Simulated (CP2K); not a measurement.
Consider carboxyacetonitrile at its PBE geometry (Å).

```xyz
9

N    -2.2762    1.2712    1.2041
C    -1.5463    0.6675    0.5308
C    -0.6436   -0.0948   -0.3174
C     0.8033   -0.0392    0.1607
O     1.2248    0.5617    1.1232
O     1.5849   -0.7830   -0.6702
H    -0.9583   -1.1487   -0.3583
H    -0.6862    0.2760   -1.3528
H     2.4976   -0.7107   -0.3201
```

Method: CP2K XAS_TDP, all-electron GAPW, PBEh(45%), aug-cc-pVDZ, TDA, GW2X-corrected core level, no relativity.

Q: Where do the C K-edge lines lie, and how strong are they?

Leading lines: C2 289.22 eV, C3 291.57 eV and C4 290.48 eV. The leading line of an atom is its first one with 35 % of the strongest within 2.5 eV of its lowest line over the strength cut. Core ionisation energies at this level: C3 294.58, C4 297.66 and C2 294.26 eV.

The first six lines of each atom with a strength over 0.0015:

```tsv
atom	energy (eV)	states	strength, one atom	above the computed threshold
C2 (bonded to C and N)	289.22	1	0.0522	
	289.31	1	0.0542	
	293.91	1	0.0047	
	294.26	1	0.0082	yes
	294.75	1	0.0043	yes
	295.47	1	0.0022	yes
C3 (bonded to 2 C and 2 H)	290.90	1	0.0028	
	291.57	1	0.0113	
	292.08	1	0.0098	
	292.12	1	0.0021	
	293.16	1	0.0062	
	293.25	1	0.0133	
C4 (bonded to C and 2 O)	290.48	1	0.0756	
	295.14	1	0.0016	
	295.54	1	0.0136	
	296.16	1	0.0063	
	297.34	1	0.0226	
	297.82	1	0.0088	yes
```

Lines are vertical, at one geometry, with no vibrational structure. GW2X ionisation energies and lines can be off by 1 to 2 eV either way, and a good line position may hide errors that cancel. These values hold no scalar relativity, about 0.1 eV for C 1s. Rydberg lines, and the discretised continuum above threshold, depend on the basis and the box.

[Banner, clock and machine lines of the logs are left out without a mark of their own.]

[Logs are printed without paths, hosts, clocks, repeated set-up lines and the standing remarks that a program may print on its own settings, such as how far it seeks lower states.]

[Hosts, paths, dates, database ids (printed as entryN), source tags and the programs' standing remarks are cut or masked in the printed files.]
